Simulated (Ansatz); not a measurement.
# Phonons of CdS (Greenockite, P6_3mc) against volume, part 2 of 2

Aim: how do the optical modes of CdS (Greenockite, P6_3mc) move with volume?

Ansatz 0.2.0; DFT LDA, scalar-relativistic, plane waves, PAW; PAW set soft_1.

So far, mean high-frequency dielectric constant: step 4 (modes at rest) 6.44; step 6 (volume ratio 1.06) 6.58.

The database entry behind the starting cell differs from later determinations by our own check (about 0.35 % long), so it need not match the best structure at ambient conditions.

### Step 8. Zone-centre modes of the member: 0.9 times the volume at rest

The zone-centre modes follow for 0.9 times the volume at rest, with the response to a field.

The input, input.yaml:

```yaml
crystal:
  lattice:
    - [3.9265092542, 0.0, 0.0]
    - [-1.9632546271, 3.4004567624, 0.0]
    - [0.0, 0.0, 6.4316903675]
  atoms:
    - { symbol: S, position: [0.3333333333, 0.6666666667, 0.3746694742] }
    - { symbol: S, position: [0.6666666667, 0.3333333333, 0.8746694742] }
    - { symbol: Cd, position: [0.3333333333, 0.6666666667, 0.0003305258] }
    - { symbol: Cd, position: [0.6666666667, 0.3333333333, 0.5003305258] }
kpoints:
  mp_grid: { grid: [15, 15, 8] }
hamiltonian:
  xc: lda
  pseudopotentials: { kind: paw, azcp: { folder: soft_1 }, xc_functional: pbe }
scf:
  occupations: { method: fixed }
output:
  eigenvalues: true
phonons:
  method: dfpt
  dielectric: true
  rigid_motions: translations
```

The run is started by

```bash
> ansatz run input.yaml --threads 4 --pin off --max-ram 16384MiB --backend cpu --events-out ev --progress --plain --runs-dir out
```

The job ended after 3.1 min (4 threads of Intel Xeon 6975P-C (Granite Rapids), shared host; peak memory 4.6 GiB; 12 min of CPU time).

Numbers from this step:

```
sum-rule residual before enforcement                    : 1.37e-4 eV/Å²
miss of the charge sum rule                             : 0.001783 e
estimated error of the dielectric tensor                : 0.01865
estimated error of the Born charges                     : 0.02236 e
highest optical mode at the zone centre (no LO-TO term) : 358.7 cm⁻¹
lowest optical zone-centre mode                         : 15.22 cm⁻¹
mean high-frequency dielectric constant                 : 6.339
largest Born charge (third of the trace)                : -1.955 e
mean static dielectric constant                         : 8.370
top of the zone-centre spectrum with the field          : 358.7 cm⁻¹
```

Without the LO-TO term. Patterns of degenerate modes are one choice out of their space. The modes at Γ (shares of kinetic energy by element, %):

| mode | frequency (cm⁻¹) | symmetry | S % | Cd % |
| --- | --- | --- | --- | --- |
| 1 | 0.0 | acoustic | 22 | 78 |
| 2 | 0.0 | acoustic | 22 | 78 |
| 3 | 0.0 | acoustic | 22 | 78 |
| 4 | 15.2 | E2 | 20 | 80 |
| 5 | 15.2 | E2 | 20 | 80 |
| 6 | 150.2 | B1 | 5 | 95 |
| 7 | 292.4 | A1 | 78 | 22 |
| 8 | 295.1 | E1 | 78 | 22 |
| 9 | 295.1 | E1 | 78 | 22 |
| 10 | 311.8 | E2 | 80 | 20 |
| 11 | 311.8 | E2 | 80 | 20 |
| 12 | 358.7 | B1 | 95 | 5 |

Displacements in mode 5 (15.2 cm⁻¹), the largest set to 1:
```
S1   0.00  0.92  0.00
S2   0.00 -0.92  0.00
Cd3  0.00 -1.00  0.00
Cd4  0.00  1.00  0.00
```

Displacements in mode 8 (295.1 cm⁻¹), the largest set to 1:
```
S1   0.02  1.00  0.00
S2   0.02  1.00  0.00
Cd3 -0.01 -0.29  0.00
Cd4 -0.01 -0.29  0.00
```

Transverse modes. Lines of the infrared spectrum (strongest = 100):

| position (cm⁻¹) | label | relative intensity |
| --- | --- | --- |
| 15 | E2 | 0.0 |
| 150 | B1 | 0.0 |
| 292 | A1 | 55 |
| 295 | E1 | 100 |
| 312 | E2 | 0.0 |
| 359 | B1 | 0.0 |

Without the LO-TO term the lowest optical mode is real, 15.2 cm⁻¹, and the highest lies at 358.7 cm⁻¹.

The log warns of the k mesh: “the force constants stand on the 15×15×8 k-mesh, whose period is 12.87 times the interband length at k = (0.0000, 0.0000, 0.0000), direct gap 1.239 eV, under 14: take them and everything formed from them as unconverged”. So the frequencies of this run count as unconverged too.

### Step 9. The series together

The members are set side by side, also those not shown above.

Each row is one cell with its response, relaxed at fixed volume as far as symmetry leaves anything free; energies are extrapolated to zero smearing, and E0 is that at rest; the axis is the Cartesian z axis of the cell; shape and atoms are relaxed in each cell where symmetry leaves them free. State of the crystal along the series:

| volume ratio | V (Å³/atom) | pressure (GPa) | E - E0 (meV/atom) | first cell vector (Å) | third cell vector (Å) | gap on mesh (eV) | ε∞ along the axis | ε∞ across the axis, mean | ε0 along the axis | ε0 across the axis, mean | largest Born charge in size, a third of the trace (e) | top mode with the field, highest of q along x, y and z (cm⁻¹) |
| --- | --- | --- | --- | --- | --- | --- | --- | --- | --- | --- | --- | --- |
| 0.9 | 21.47 | 9.07 | 61.25 | 3.926 | 6.432 | 1.239 | 6.432 | 6.293 | 8.631 | 8.239 | 1.955 | 358.7 |
| 0.92 | 21.95 | 6.829 | 37.64 | 3.958 | 6.471 | 1.199 | 6.429 | 6.305 | 8.831 | 8.413 | 1.986 | 347.1 |
| 0.94 | 22.42 | 4.825 | 20.35 | 3.988 | 6.512 | 1.157 | 6.435 | 6.323 | 9.047 | 8.603 | 2.014 | 336.2 |
| 0.96 | 22.9 | 3.034 | 8.697 | 4.017 | 6.554 | 1.113 | 6.449 | 6.346 | 9.289 | 8.811 | 2.043 | 325.9 |
| 0.98 | 23.38 | 1.432 | 2.092 | 4.046 | 6.596 | 1.07 | 6.471 | 6.375 | 9.549 | 9.036 | 2.07 | 316.1 |
| 0.99 | 23.62 | 0.6958 | 0.513 | 4.06 | 6.618 | 1.048 | 6.484 | 6.391 | 9.691 | 9.158 | 2.083 | 311.4 |
| 1 | 23.85 | -5.15e-4 | 0 | 4.074 | 6.639 | 1.026 | 6.514 | 6.41 | 9.859 | 9.285 | 2.098 | 306.8 |
| 1.02 | 24.33 | -1.282 | 1.945 | 4.101 | 6.681 | 0.9825 | 6.534 | 6.449 | 10.15 | 9.549 | 2.122 | 297.9 |
| 1.04 | 24.81 | -2.428 | 7.5 | 4.128 | 6.724 | 0.9389 | 6.576 | 6.496 | 10.48 | 9.838 | 2.146 | 289.5 |
| 1.06 | 25.29 | -3.452 | 16.28 | 4.155 | 6.766 | 0.8959 | 6.627 | 6.549 | 10.85 | 10.15 | 2.17 | 281.4 |

Without the LO-TO term; each mode is tracked from rest by its pattern, and modes that stay within 0.3 cm⁻¹ of each other stand once; shape and atoms are relaxed in each cell where symmetry leaves them free. Optical modes along the series:

| V (Å³/atom) | mode 4 E2 (cm⁻¹) | mode 6 B1 (cm⁻¹) | mode 7 A1 (cm⁻¹) | mode 8 E1 (cm⁻¹) | mode 10 E2 (cm⁻¹) | mode 12 B1 (cm⁻¹) |
| --- | --- | --- | --- | --- | --- | --- |
| 21.47 | 15.22 | 150.2 | 292.4 | 295.1 | 311.8 | 358.7 |
| 21.95 | 24.94 | 147.2 | 280.8 | 285 | 301 | 347.1 |
| 22.42 | 31.08 | 144.4 | 269.9 | 275.2 | 290.4 | 336.2 |
| 22.9 | 35.61 | 141.8 | 259.7 | 265.7 | 280.1 | 325.9 |
| 23.38 | 39.16 | 139.3 | 249.9 | 256.5 | 270.2 | 316.1 |
| 23.62 | 40.67 | 138.1 | 245.2 | 252 | 265.4 | 311.4 |
| 23.85 | 42.02 | 136.9 | 240.6 | 247.6 | 260.7 | 306.8 |
| 24.33 | 44.36 | 134.5 | 231.6 | 239 | 251.4 | 297.9 |
| 24.81 | 46.27 | 132.2 | 223.1 | 230.6 | 242.4 | 289.5 |
| 25.29 | 47.88 | 129.7 | 214.7 | 222.6 | 233.8 | 281.4 |

From cubic fits (parabolas where under five rows exist) of ln ω and P against ln V through the rows within about 4 % of rest: γ = −d ln ω / d ln V and dω/dP = γ ω / B. Slopes at rest:

| mode | fitted frequency at rest (cm⁻¹) | Grüneisen parameter γ | dω/dP (cm⁻¹/GPa) |
| --- | --- | --- | --- |
| mode 4 E2 | 42 | -3.07 | -1.9 |
| mode 6 B1 | 136.9 | 0.88 | 1.79 |
| mode 7 A1 | 240.5 | 1.9 | 6.75 |
| mode 8 E1 | 247.6 | 1.77 | 6.46 |
| mode 10 E2 | 260.7 | 1.8 | 6.94 |
| mode 12 B1 | 306.8 | 1.48 | 6.71 |

### Step 10. Summary of results

| Item | Value |
| --- | --- |
| members | 10 |
| highest optical mode at the zone centre (no LO-TO term), at rest | 306.8 cm⁻¹ |
| bulk modulus at rest | 67.7 GPa |
| mode 7 A1, γ | 1.90 |
| mode 8 E1, γ | 1.77 |
| mode 10 E2, γ | 1.80 |
| mode 12 B1, γ | 1.48 |

What this shows: The series spans -3.5 to 9.1 GPa, and the slope at rest gives a bulk modulus of 68 GPa. Among the modes in the table of slopes γ runs from -3.07 (mode 4 E2) to 1.90 (mode 7 A1). A negative γ means that the mode softens under pressure. ε∞ along z is 6.51 at rest, with d ln ε∞ / d ln V = 0.26. One k mesh and one cutoff serve the ground states and modes of all volumes; the field response picks its own mesh. With the field response the log warns that the k mesh is coarse for the force constants too, so the frequencies are to be taken as unconverged. These are harmonic frequencies at zero temperature: anharmonic shifts, linewidths and thermal expansion are left out. The PAW files were made for PBE; the program adapts parts of them to the functional of the run, but their partial waves stay those of PBE, an approximation that was not tested in this session. Only the zone centre was solved, so an instability at another wavevector cannot show here.

[Logs are printed without paths, hosts, clocks, repeated set-up lines and the standing remarks that a program may print on its own settings, such as how far it seeks lower states.]

[Hosts, paths, dates, database ids (printed as entryN), source tags and the programs' standing remarks are cut or masked in the printed files.]
